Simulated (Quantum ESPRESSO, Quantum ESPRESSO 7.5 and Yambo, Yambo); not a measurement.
## How the form of the self-energy moves the gap of SiC (F-43m)

Aim: compare treatments of exchange, screening and correlation for the gap of SiC (F-43m).

Method: PBE and many-body steps on it, plane waves, in Quantum ESPRESSO 7.5 and Yambo 5.3.0.

**The experiments to reproduce.**

- Gap 2.39 eV: band gap at cryogenic temperature; bulk crystal (literature value) (quoted in “Silicon carbide diodes for neutron detection”, 2020, arxiv:2009.14696).

- Gap 2.4 eV: Tauc optical (indirect) gap of annealed polycrystalline 3C-SiC; UV-VIS spectroscopic ellipsometry, Tauc analysis; film (CVD ultrathin polycrystalline film, annealed, about 5 nm grains) (“On-Demand CMOS-Compatible Fabrication of Ultrathin Self-Aligned SiC Nanowire Arrays”, 2018, pmc:6267454).

Report form: the programs' logs are mostly left out.

## Step 1: The starting structure

The structure is cubic, space group F-43m (No. 216). Conventional cell: a = 4.358 Å, b = 4.358 Å, c = 4.358 Å, α = 90.00°, β = 90.00°, γ = 90.00°. Nearest to Si lie 4 C at 1.89 Å. Nearest to C lie 4 Si at 1.89 Å. Farther neighbours are not listed.

The cell and positions come from the Crystallography Open Database and are kept as given unless a step says otherwise.

## Step 2: Empty states on the mesh, 8×8×8 mesh, 248 bands

This step: Quantum ESPRESSO 7.5; DFT, PBE, plane waves, norm-conserving pseudopotentials.

The sums over transitions need many empty states on a uniform mesh; this step solves for them.

Input file pw.in:

```
&control
  calculation = 'nscf'
  prefix = 'x'
  outdir = 'o'
  pseudo_dir = 'pseudo'
/
&system
  ibrav = 0
  nat = 2
  ntyp = 2
  ecutwfc = 74.0
  nbnd = 248
  force_symmorphic = .true.
/
&electrons
  conv_thr = 1e-9
  electron_maxstep = 80
  diago_full_acc = .true.
  diago_thr_init = 5e-6
/
ATOMIC_SPECIES
  Si 28.085 Si.upf
  C 12.011 C.upf
CELL_PARAMETERS angstrom
  -0.0000000000 2.1790000000 2.1790000000
  2.1790000000 -0.0000000000 2.1790000000
  2.1790000000 2.1790000000 -0.0000000000
ATOMIC_POSITIONS crystal
  Si 0.0000000000 0.0000000000 0.0000000000
  C 0.2500000000 0.2500000000 0.2500000000
K_POINTS automatic
  8 8 8 0 0 0
```

Command:

```
$ OMP_NUM_THREADS=1 mpirun -n 8 pw.x -nk 4 -in pw.in > pw.out
```

It took 26 s on 8 MPI ranks of Arm Neoverse V1, shared host; peak memory 0.53 GiB; 3.5 min of CPU time.

Numbers from this step:

```yaml
gap: 1.361 eV
k_of_the_valence_top: 0, 0, 0
k_of_the_conduction_bottom: 0, -0.5, -0.5
least_direct_gap: 4.553 eV
k_points_computed: 29
lowest_point_of_the_top_converged_band_above_the_valence_top: 271.4251 eV
```

On this mesh the gap is 1.361 eV.

The density comes from a self-consistent run that is not shown.

## Step 3: Conversion and set-up

This step: Yambo 5.3.0; conversion and set-up on PBE, plane waves, norm-conserving pseudopotentials.

The states are converted to the many-body program's format and the q mesh is built.

Command:

```
$ (cd o/x.save; p2y > p2y.log; mv SAVE ../..); yambo > setup.log
```

Run time: 2.5 s. Hardware: 1 MPI rank; peak memory 0.24 GiB.

## Step 4: G0W0, Godby-Needs plasmon pole

Now the one-shot GW correction: screening in the RPA, then the self-energy of the levels asked for.

This step: G0W0 on PBE, plane waves, norm-conserving pseudopotentials.

Input file gw2.in:

```
HF_and_locXC
gw0
dyson
ppa
em1d
rim_cut
RandQpts= 1000000
RandGvec= 1 RL
EXXRLvcs= 74 Ry
VXCRLvcs= 296 Ry
Chimod= "HARTREE"
% BndsRnXp
 1 | 103 |
%
NGsBlkXp= 17 Ry
% LongDrXp
 1 | 1 | 1 |
%
% GbndRnge
 1 | 103 |
%
DysSolver= "n"
ExtendOut
PPAPntXp= 27.21138 eV
% QPkrange
 1 | 1 | 3 | 6 |
 21 | 21 | 3 | 6 |
%
```

Command:

```
$ OMP_NUM_THREADS=1 mpirun -n 8 yambo -F gw2.in -J gw2 -C gw2 > gw2.log
```

The job ended after 3.9 min (8 MPI ranks; peak memory 3.1 GiB).

Numbers from this step:

```yaml
g0w0_gap_on_the_points_computed: 2.106 eV
starting_gap_on_the_mesh: 1.361 eV
k_of_the_valence_top: 0, 0, 0
k_of_the_conduction_bottom: 0, -0.5, -0.5
least_direct_g0w0_gap_on_the_computed_points: 5.605 eV
z_at_the_valence_top: 0.7959
z_at_the_conduction_bottom: 0.8230
```

The gap on the mesh goes from 1.36 eV to 2.11 eV, a correction of +0.74 eV.

## Step 5: One-shot COHSEX

This step: one-shot COHSEX on PBE, plane waves, norm-conserving pseudopotentials.

Input file gw4.in:

```
HF_and_locXC
gw0
dyson
cohsex
em1s
rim_cut
RandQpts= 1000000
RandGvec= 1 RL
EXXRLvcs= 74 Ry
VXCRLvcs= 296 Ry
Chimod= "HARTREE"
% BndsRnXs
 1 | 103 |
%
NGsBlkXs= 17 Ry
% LongDrXs
 1 | 1 | 1 |
%
% GbndRnge
 1 | 103 |
%
DysSolver= "n"
ExtendOut
% QPkrange
 1 | 1 | 3 | 6 |
 21 | 21 | 3 | 6 |
%
```

Command:

```
$ OMP_NUM_THREADS=1 mpirun -n 8 yambo -F gw4.in -J gw4 -C gw4 > gw4.log
```

Run time: 2.3 min. Hardware: 8 MPI ranks; peak memory 3.1 GiB.

This step gave:

| Quantity | Value |
| --- | --- |
| quasiparticle gap on the points computed | 3.290 eV |
| starting gap on the mesh | 1.361 eV |
| k of the valence top | 0, 0, 0 |
| k of the conduction bottom | 0, -0.5, -0.5 |
| least direct quasiparticle gap on the computed points | 6.682 eV |
| Z at the valence top | 1 |
| Z at the conduction bottom | 1 |

Against G0W0 in Yambo (8×8×8 mesh, 103 bands, screening to 231.3 eV, Godby-Needs plasmon pole), the gap moves by +1.184 eV.

## Step 6: One-shot Hartree-Fock

This step: one-shot Hartree-Fock on PBE, plane waves, norm-conserving pseudopotentials.

Input file gw5.in:

```
HF_and_locXC
rim_cut
RandQpts= 1000000
RandGvec= 1 RL
EXXRLvcs= 74 Ry
VXCRLvcs= 296 Ry
% QPkrange
 1 | 1 | 3 | 6 |
 21 | 21 | 3 | 6 |
%
```

Command:

```
$ OMP_NUM_THREADS=1 mpirun -n 8 yambo -F gw5.in -J gw5 -C gw5 > gw5.log
```

It took 4.7 s on 8 MPI ranks; peak memory 2.4 GiB.

This step gave:

```yaml
quasiparticle_gap_on_the_mesh: 7.956 eV
starting_gap_on_the_mesh: 1.361 eV
k_of_the_valence_top: 0, 0, 0
k_of_the_conduction_bottom: 0, -0.5, -0.5
least_direct_quasiparticle_gap_on_the_computed_points: 12.38 eV
```

Against G0W0 in Yambo (8×8×8 mesh, 103 bands, screening to 231.3 eV, Godby-Needs plasmon pole), the gap moves by +5.850 eV.

## Step 7: Side by side

Times are wall times on 8 MPI ranks of Arm Neoverse V1, shared host, good to a factor of about two.

```tsv
run	mesh	bands	screening cutoff (eV)	DFT gap (eV)	gap on the mesh (eV)	direct (eV)	time
G0W0, Godby-Needs plasmon pole	8×8×8	103	231.3	1.361	2.106	5.605	3.9 min
one-shot COHSEX	8×8×8	103	231.3	1.361	3.290	6.682	2.3 min
one-shot Hartree-Fock	8×8×8	-	-	1.361	7.956	12.380	4.7 s
```

## Step 8: What came out

- G0W0, Godby-Needs plasmon pole: 2.106 eV
- one-shot COHSEX: 3.290 eV
- one-shot Hartree-Fock: 7.956 eV
- known limits: not at the basis limit

One-shot COHSEX: +1.184 eV against G0W0, Godby-Needs plasmon pole. One-shot Hartree-Fock: +5.850 eV against G0W0, Godby-Needs plasmon pole. Bare exchange alone opens the gap to 7.96 eV; against G0W0, correlation takes back 5.85 eV. Static COHSEX lies above G0W0: it lacks the factor Z and overstates the Coulomb hole of the filled states. Against experiment, by G0W0, Godby-Needs plasmon pole: the gap of 2.11 eV lies −0.28 eV from the measured 2.39 eV (kind not stated, quoted 2020); the gap of 2.11 eV lies −0.29 eV from the measured 2.4 eV (indirect, 2018). These are gaps on the mesh, at modest bands and cutoff. The calculation has static nuclei and no excitons; a measured gap holds zero-point and thermal motion, which mostly lowers it. Bands and cutoff are finite, so the gap is not at the basis limit. The miss can reach some tenths of an eV and take either sign; the mesh is an error of its own.

[Paths, hosts, dates, memory and timing lines, banners, echoed tables and standing remarks are left out of the program output.]

[Logs are printed without paths, hosts, clocks, repeated set-up lines and the standing remarks that a program may print on its own settings, such as how far it seeks lower states.]

[Runs of the session that timed out or met a known fault of the program may be left out.]

[Hosts, paths, dates, database ids (printed as entryN), source tags and the programs' standing remarks are cut or masked in the printed files.]
